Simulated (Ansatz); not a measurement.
# What Y3GaC (Pm-3m) distorts into, part 2 of 3

Aim: this structure of Y3GaC (Pm-3m) is to be tested for unstable modes, and one is followed downhill.

Ansatz 0.2.0; DFT PBEsol, scalar-relativistic, plane waves, PAW; PAW set soft_1.

So far, highest frequency on the path or at a solved wavevector (cm⁻¹): step 2 (the dispersion) 528. Also lowest frequency on the path (cm⁻¹): step 2 -44.2.

### Step 4. The mode frozen in, largest atomic shift 0.32 Å

The atoms are moved along the unstable eigenvector, the largest shift by 0.32 Å, with the cell fixed.

File input.yaml:

```yaml
crystal:
  lattice:
    - [4.8062686968, 4.8062686968, 0.0]
    - [4.8062686968, 0.0, 4.8062686968]
    - [4.8062686968, 0.0, -4.8062686968]
  atoms:
    - { symbol: "Y", position: [0.0, 0.976460516, 0.523539484] }
    - { symbol: "Y", position: [0.0, 0.523539484, -0.023539484] }
    - { symbol: "Y", position: [0.452921032, 0.047078968, 1.047078968] }
    - { symbol: "Y", position: [0.547078968, 0.452921032, 0.452921032] }
    - { symbol: "Y", position: [0.5, -0.023539484, 0.523539484] }
    - { symbol: "Y", position: [0.5, 0.523539484, -0.023539484] }
    - { symbol: Ga, position: [0.0, 0.5, 0.5] }
    - { symbol: Ga, position: [0.0, 0.0, 0.0] }
    - { symbol: C, position: [0.5, 0.25, 0.75] }
    - { symbol: C, position: [0.5, 0.75, 0.25] }
kpoints:
  mp_grid: { grid: [8, 8, 8] }
hamiltonian:
  xc: pbesol
  pseudopotentials: { kind: paw, azcp: { folder: soft_1 }, xc_functional: pbe }
scf:
  occupations: { method: methfessel_paxton, width: 0.2 }
output:
  forces: true
  stress: true
  eigenvalues: true
```

Launch:

```bash
$ ansatz run input.yaml --threads 4 --pin off --max-ram 10240MiB --backend cpu --events-out ev --progress --plain --runs-dir out
```

Numbers of over 12 decimals in the logs are rounded to 6 here.

Output:

```text
[...]
Crystal: 10 atoms, lattice volume = 222.052 Å³
Basis set: ecut = 420 eV, 4285 PW (Γ), exchange–correlation on 96×96×96 points (8 copies of the dense FFT grid, shifted against one another)
Bands: 60, of which v1, the nominal top of the filled ones, is band 50 counted from 1 (49 counted from 0)
Symmetry: 8 space group operations
[...]
k-points: 95 of 512
[...]
k-point 0: bands = [... 46 lower, 9.7927, 9.8187, 9.8781, 10.2768, 10.3447, 10.4012, 11.2743, 11.2870, ... 6 higher]
  k-point 1: bands = [... 46 lower, 9.7817, 9.9394, 9.9710, 10.1869, 10.2764, 10.3066, 11.2815, 11.3697, ... 6 higher]
  k-point 2: bands = [... 46 lower, 9.6178, 9.7634, 9.8398, 9.9312, 10.4039, 10.4202, 11.3450, 11.4834, ... 6 higher]
  k-point 94: bands = [... 46 lower, 9.3058, 9.3058, 9.6035, 9.6035, 11.2048, 11.2048, 11.4231, 11.4231, ... 6 higher]
[key lines of the parts left out:]
SCF converged after 10 iterations
Free energy (F): -30755.609913 eV
Fermi energy:    10.147354 eV
P = ⅓ Tr σ = -0.3804 GPa (-3.804 kbar)
```

Elapsed: 20 s, on 4 threads of Intel Xeon Platinum 8488C (Sapphire Rapids), shared host; peak memory 1.2 GiB; 78 s of CPU time.

This step gave:

* pressure: -0.3804 GPa
* energy from the undistorted cell: -7.752 meV/atom

The energy, extrapolated to zero smearing, is -7.75 meV/atom against the undistorted cell.

The run ends at a pressure of -0.38 GPa, with forces up to 0.088 eV/Å.

### Step 5. Energy along the mode, all amplitudes (two of the runs are shown above)

An imaginary frequency means negative curvature, so the energy should fall and then rise again as anharmonic terms take over.

Numbers from this step:

```yaml
depth_at_the_lowest_point_sampled: 7.752 meV/atom
largest_atomic_shift_at_that_point: 0.32 Å
```

Energy from the parent against largest atomic shift:

```
largest atomic shift (Å)  energy from the parent (meV/atom)
                   0.000                                  0
                   0.040                             -0.203
                   0.080                             -0.793
                   0.140                              -2.28
                   0.220                              -4.89
                   0.320                              -7.75
                   0.450                              -6.79
                   0.600                               10.4
```

Displacement at unit largest shift by atom:

```
atom   x (Å)   y (Å)   z (Å)   size
  Y1   0.000   0.000  -0.707  0.707
  Y2   0.000   0.000   0.707  0.707
  Y3   0.707  -0.707   0.000  1.000
  Y4  -0.707   0.707   0.000  1.000
  Y5   0.000   0.000  -0.707  0.707
  Y6   0.000   0.000   0.707  0.707
 Ga7   0.000   0.000   0.000  0.000
 Ga8   0.000   0.000   0.000  0.000
  C9   0.000   0.000   0.000  0.000
 C10   0.000   0.000   0.000  0.000
```

The lowest of the steps tried is at 0.32 Å, 7.75 meV/atom below the parent; the bottom of the well need not coincide with a step.

### Step 6. Relaxing from the distorted cell

Starting from the lowest point found, all atoms and the cell are let go, so that strain and other modes of the same symmetry can join in.

input.yaml: that of step 4 with these lines changed.

```diff
@@ -27 +27,6 @@
   eigenvalues: true
+relax:
+  adjacent_minimum: "off"
+  f_tol: 0.002
+  max_steps: 120
+  cell: { stress_tol: 0.03 }
```

Output:

```text
[...]
Crystal: 10 atoms, lattice volume = 222.052 Å³
Basis set: ecut = 420 eV, 4285 PW (Γ), exchange–correlation on 96×96×96 points (8 copies of the dense FFT grid, shifted against one another)
Bands: 60, of which v1, the nominal top of the filled ones, is band 50 counted from 1 (49 counted from 0)
Symmetry: 8 space group operations
[...]
k-points: 95 of 512
[...]
SCF iter   1: F=—  HF=-30759.810919 eV  |F-HF|=—  |Δ(HF+E_count)|=         —  Δρ=5.85e-2  dr2=1.82e1  ethr=3.10e-3  ⟨swp⟩=5.8  Hψ=21813  notcnv=0
[...]
SCF iter  10: F=-30755.609913 eV  HF=-30755.609913 eV  |F-HF|=1.35e-9  |Δ(HF+E_count)|=   2.62e-8  S|Δr|=    0.00e0  Δρ=1.46e-6  dr2=3.54e-9  ethr=1.00e-10  ⟨swp⟩=12.2  Hψ=22077  notcnv=0
SCF 1 converged in 10 iterations: F = -30755.609913 eV  dr2 = 3.54e-9
[...]
relax step   1: F+E_penalty+E_count = -30755.60991290 eV  Δ(F+E_penalty+E_count) = +0.000e0 eV  max|allowed force component| = 6.210e-2 eV/Å  Δτ_max = 0.0000 Å  P = -0.380 GPa  Ω = 222.052 Å³  (10 SCF iters, dr2 threshold 1.00e-7 eV, accepted)
Crystal: 10 atoms, lattice volume = 219.889 Å³
Basis set: ecut = 420 eV, 4283 PW (Γ), exchange–correlation on 96×96×96 points (8 copies of the dense FFT grid, shifted against one another)
[...]
SCF iter   6: F=-30755.617981 eV  HF=-30755.617981 eV  |F-HF|=2.59e-7  |Δ(HF+E_count)|=   2.14e-6  S|Δr|=    0.00e0  Δρ=1.06e-5  dr2=4.33e-7  ethr=1.00e-9  ⟨swp⟩=4.3  Hψ=24439  notcnv=0
SCF 2 converged in 6 iterations: F = -30755.617981 eV  dr2 = 4.33e-7
relax step   2: F+E_penalty+E_count = -30755.61798066 eV  Δ(F+E_penalty+E_count) = -8.068e-3 eV  max|allowed force component| = 7.389e-2 eV/Å  Δτ_max = 0.0317 Å  P = +0.385 GPa  Ω = 219.889 Å³  energy of the carried Pulay correction = +4.761e-4 eV  (6 SCF iters, dr2 threshold 1.00e-6 eV, accepted)
Crystal: 10 atoms, lattice volume = 219.923 Å³
[...]
SCF iter   6: F=-30755.619579 eV  HF=-30755.619579 eV  |F-HF|=8.02e-7  |Δ(HF+E_count)|=   1.10e-6  S|Δr|=    0.00e0  Δρ=1.55e-5  dr2=5.51e-7  ethr=1.00e-9  ⟨swp⟩=6.6  Hψ=22536  notcnv=0
SCF 3 converged in 6 iterations: F = -30755.619579 eV  dr2 = 5.51e-7
relax step   3: F+E_penalty+E_count = -30755.61957861 eV  Δ(F+E_penalty+E_count) = -1.598e-3 eV  max|allowed force component| = 1.222e-1 eV/Å  Δτ_max = 0.0295 Å  P = +0.339 GPa  Ω = 219.923 Å³  energy of the carried Pulay correction = +4.686e-4 eV  (6 SCF iters, dr2 threshold 1.00e-6 eV, accepted)
[...]
relax step   4: F+E_penalty+E_count = -30755.62439647 eV  Δ(F+E_penalty+E_count) = -4.818e-3 eV  max|allowed force component| = 4.081e-2 eV/Å  Δτ_max = 0.0160 Å  P = +0.145 GPa  Ω = 220.363 Å³  energy of the carried Pulay correction = +3.713e-4 eV  (5 SCF iters, dr2 threshold 1.00e-6 eV, accepted)
[...]
relax step   5: F+E_penalty+E_count = -30755.62663586 eV  Δ(F+E_penalty+E_count) = -2.239e-3 eV  max|allowed force component| = 1.025e-2 eV/Å  Δτ_max = 0.0405 Å  P = +0.029 GPa  Ω = 220.441 Å³  energy of the carried Pulay correction = +3.540e-4 eV  (6 SCF iters, dr2 threshold 2.53e-7 eV, accepted)
[...]
relax step   6: F+E_penalty+E_count = -30755.62681653 eV  Δ(F+E_penalty+E_count) = -1.807e-4 eV  max|allowed force component| = 8.277e-4 eV/Å  Δτ_max = 0.0104 Å  P = -0.003 GPa  Ω = 220.584 Å³  energy of the carried Pulay correction = +3.226e-4 eV  (7 SCF iters, dr2 threshold 9.41e-9 eV, accepted)
[...]
SCF iter   5: F=-30755.626519 eV  HF=-30755.626519 eV  |F-HF|=2.91e-11  |Δ(HF+E_count)|=  1.82e-10  S|Δr|=    0.00e0  Δρ=8.70e-8  dr2=1.93e-11  ethr=1.00e-12  ⟨swp⟩=4.5  Hψ=18494  notcnv=0
[...]
SCF 7 converged in 5 iterations: F = -30755.626519 eV  dr2 = 1.93e-11
relax step   7: F+E_penalty+E_count = -30755.62651948 eV  Δ(F+E_penalty+E_count) = +2.970e-4 eV  max|allowed force component| = 8.368e-4 eV/Å  Δτ_max = 0.0000 Å  P = -0.005 GPa  Ω = 220.584 Å³  stress off target by 1.76e-2 GPa  SCF on the basis re-selected at this cell (its energy is not comparable with the rows above)  (5 SCF iters)
basis re-selected at this cell: Δ(F+E_penalty+E_count) = +2.970e-4 eV, ΔP = -0.002 GPa vs the last step (what re-selecting the basis moved, of the pressure what is left beyond the Pulay correction that the steps carried, after the strain that the cell walked since its last selection, with what the two solves' SCF thresholds leave and, on support functions, any second-order correction that the steps lacked; it is no m [...]
SCF converged after 5 iterations
[...]
Free energy (F): -30755.626519 eV
[...]
Internal energy: -30755.640282 eV  (E = F + TS)
E sigma→0 (E₀):  -30755.629960 eV
Entropy (-TS):   0.013763 eV (1.376 meV/atom)
Fermi energy:    10.287184 eV
[...]
--- Forces (eV/Å), atoms counted from 1 ---
  atom   1  Y     -0.00000000    -0.00000000    -0.00013580
  atom   2  Y      0.00000000     0.00000000     0.00013580
  atom   3  Y      0.00083677    -0.00083677     0.00000000
  atom   4  Y     -0.00083677     0.00083677     0.00000000
  atom   5  Y      0.00000000     0.00000000    -0.00013580
  atom   6  Y     -0.00000000    -0.00000000     0.00013580
  atom   7  Ga    -0.00014002     0.00014002     0.00000000
  atom   8  Ga     0.00014002    -0.00014002     0.00000000
  atom   9  C     -0.00000000     0.00000000     0.00000000
  atom  10  C      0.00000000     0.00000000    -0.00000000
  max |Σ_I F_I| component: 1.95e-18 eV/Å
--- Stress (GPa, compression-positive) ---
       -0.003494       0.014067       0.000000
        0.014067      -0.003494      -0.000000
        0.000000      -0.000000      -0.006816
  P = ⅓ Tr σ = -0.0046 GPa (-0.046 kbar)
--- Band table (eV; the first three rows and the last of 95) ---
  k-point 0: bands = [... 46 lower, 9.8435, 9.9098, 9.9499, 10.4980, 10.5939, 10.6105, 11.1429, 11.1835, ... 6 higher]
  k-point 1: bands = [... 46 lower, 9.8476, 10.0180, 10.0651, 10.3528, 10.4398, 10.5223, 11.2272, 11.2889, ... 6 higher]
  k-point 2: bands = [... 46 lower, 9.7026, 9.8751, 9.9182, 10.0915, 10.5287, 10.5338, 11.3313, 11.4569, ... 6 higher]
  k-point 94: bands = [... 46 lower, 9.3754, 9.3754, 9.6831, 9.6831, 11.3001, 11.3001, 11.5181, 11.5181, ... 6 higher]
--- Relaxed structure (6 steps of the walk, 6 accepted, 1 SCFs on fresh bases) ---
  F+E_penalty+E_count = -30755.62651948 eV   max|allowed force component| = 8.368e-4 eV/Å   (the final SCF, on the basis selected at the relaxed cell)
  cell:  # Å, volume = 220.5838 Å³
    - [4.810623, 4.810623, 0.0]
    - [4.800716, 0.00990779, 4.785568]
    - [4.800716, 0.00990779, -4.785568]
  atoms:
    - { symbol: Y, position: [4.336808689942018e-19, 0.970305, 0.529695] }
    - { symbol: Y, position: [2.168404344971009e-19, 0.529695, -0.029695] }
    - { symbol: Y, position: [0.441501, 0.058499, 1.058499] }
    - { symbol: Y, position: [0.558499, 0.441501, 0.441501] }
    - { symbol: Y, position: [0.5, -0.029695, 0.529695] }
    - { symbol: Y, position: [0.5, 0.529695, -0.029695] }
    - { symbol: Ga, position: [-0.00618364, 0.506184, 0.506184] }
    - { symbol: Ga, position: [0.00618364, -0.00618364, -0.00618364] }
    - { symbol: C, position: [0.500000, 0.250000, 0.750000] }
    - { symbol: C, position: [0.500000, 0.750000, 0.250000] }
```

Elapsed: 1.7 min, on 4 threads; peak memory 1.3 GiB; 6.7 min of CPU time.

Relaxation path:

```
step  energy less that of the first step (eV)  largest force component (eV/Å)  pressure (GPa)  volume (Å³)
   1                                   0.0000                          0.0621           -0.38       222.05
   2                                  -0.0081                          0.0739            0.38       219.89
   3                                  -0.0097                          0.1222            0.34       219.92
   4                                  -0.0145                          0.0408            0.14       220.36
   5                                  -0.0167                          0.0102            0.03       220.44
   6                                  -0.0169                          0.0008            0.00       220.58
  7*                                  -0.0166                          0.0008            0.00       220.58
```

Relaxation steps marked * repeat the geometry before them on a plane-wave basis chosen anew for their cell, so energy and pressure can jump there.

The run keeps the 8 symmetry operations that it works with, so distortions that break them were not tested.

```
conventional cell, symmetrised  before  after  change
                         a (Å)   6.797  6.803  +0.1 %
                         b (Å)   9.613  9.571  -0.4 %
                         c (Å)   6.797  6.775  -0.3 %
              volume (Å³/atom)   22.21  22.06  -0.7 %
```

The atoms that moved most (Å, as changes of fractional coordinates times the final cell):

```
atom      dx      dy      dz  length
  Y3   0.055  -0.055   0.000   0.077
  Y4  -0.055   0.055   0.000   0.077
  Y6   0.000   0.000   0.059   0.059
  Y2   0.000   0.000   0.059   0.059
  Y1   0.000   0.000  -0.059   0.059
  Y5   0.000   0.000  -0.059   0.059
 Ga8  -0.030   0.030   0.000   0.042
 Ga7   0.030  -0.030   0.000   0.042
```

The relaxed structure:

```cif
data_structure
_symmetry_space_group_name_H-M 'P 1'
_symmetry_Int_Tables_number 1
_cell_length_a 6.8032
_cell_length_b 6.7785
_cell_length_c 6.7785
_cell_angle_alpha 89.819
_cell_angle_beta 59.879
_cell_angle_gamma 59.879
_cell_volume 220.58
loop_
_atom_site_label
_atom_site_type_symbol
_atom_site_fract_x
_atom_site_fract_y
_atom_site_fract_z
_atom_site_occupancy
Y1 Y 0.00000 0.97031 0.52969 1
Y2 Y 0.00000 0.52969 0.97031 1
Y3 Y 0.44150 0.05850 0.05850 1
Y4 Y 0.55850 0.44150 0.44150 1
Y5 Y 0.50000 0.97031 0.52969 1
Y6 Y 0.50000 0.52969 0.97031 1
Ga7 Ga 0.99382 0.50618 0.50618 1
Ga8 Ga 0.00618 0.99382 0.99382 1
C9 C 0.50000 0.25000 0.75000 1
C10 C 0.50000 0.75000 0.25000 1
```

Numbers from this step:

```yaml
pressure: -0.004602 GPa
volume_per_atom: 22.06 Å³
```

The distorted start has space group Imma; the relaxation ends in Imma.

### Step 7. The new phase in its own primitive cell

The relaxed structure is symmetrised, reduced to its primitive cell and relaxed tightly, as its phonons need.

input.yaml, the sections that differ from step 6:

```yaml
crystal:
  lattice:
    - [-3.4016243819, 4.7855683501, 3.3876126473]
    - [3.4016243819, -4.7855683501, 3.3876126473]
    - [3.4016243819, 4.7855683501, -3.3876126473]
  atoms:
    - { symbol: "Y", position: [0.2796945268, 0.0, 0.7796945268] }
    - { symbol: "Y", position: [0.7203054732, 0.0, 0.2203054732] }
    - { symbol: "Y", position: [0.8084988631, 0.5584988631, 0.25] }
    - { symbol: "Y", position: [0.1915011369, 0.4415011369, 0.75] }
    - { symbol: "Y", position: [0.2796945268, 0.5, 0.2796945268] }
    - { symbol: "Y", position: [0.7203054732, 0.5, 0.7203054732] }
    - { symbol: Ga, position: [0.2561836351, 0.0061836351, 0.25] }
    - { symbol: Ga, position: [0.7438163649, 0.9938163649, 0.75] }
    - { symbol: C, position: [0.5, 0.5, 0.0] }
    - { symbol: C, position: [0.0, 0.5, 0.5] }
relax:
  adjacent_minimum: "off"
  f_tol: 0.001
  max_steps: 60
  cell: { stress_tol: 0.01 }
# kpoints, hamiltonian, scf, output: as in step 6
```

Output:

```text
[...]
Crystal: 10 atoms, lattice volume = 220.584 Å³
Basis set: ecut = 420 eV, 4283 PW (Γ), exchange–correlation on 96×96×96 points (8 copies of the dense FFT grid, shifted against one another)
Bands: 60, of which v1, the nominal top of the filled ones, is band 50 counted from 1 (49 counted from 0)
Symmetry: 8 space group operations
[...]
k-points: 95 of 512
[...]
- { symbol: Y, position: [0.808523, 0.558523, 0.250000] }
    - { symbol: Y, position: [0.191477, 0.441477, 0.75] }
    - { symbol: Y, position: [0.279707, 0.500000, 0.279707] }
    - { symbol: Y, position: [0.720293, 0.5, 0.720293] }
    - { symbol: Ga, position: [0.256198, 0.00619775, 0.250000] }
    - { symbol: Ga, position: [0.743802, 0.993802, 0.75] }
    - { symbol: C, position: [0.500000, 0.500000, 0] }
    - { symbol: C, position: [0, 0.500000, 0.500000] }
[key lines of the parts left out:]
SCF converged after 4 iterations
Free energy (F): -30755.626522 eV
Fermi energy:    10.288073 eV
P = ⅓ Tr σ = -0.0002 GPa (-0.002 kbar)
```

Elapsed: 59 s, on 4 threads; peak memory 1.3 GiB.

Little changed from the start: no atom moved by 0.005 Å and no cell edge by 0.1 %.

This step gave:

* pressure: -2.04e-4 GPa

The largest force component left is 0.83 meV/Å and the pressure is 0.000 GPa, within the tolerances set. The cell now holds 22.06 Å³/atom.

(Continued in part 3 of 3.)

[Logs are printed without paths, hosts, clocks, repeated set-up lines and the standing remarks that a program may print on its own settings, such as how far it seeks lower states.]

[Hosts, paths, dates, database ids (printed as entryN), source tags and the programs' standing remarks are cut or masked in the printed files.]
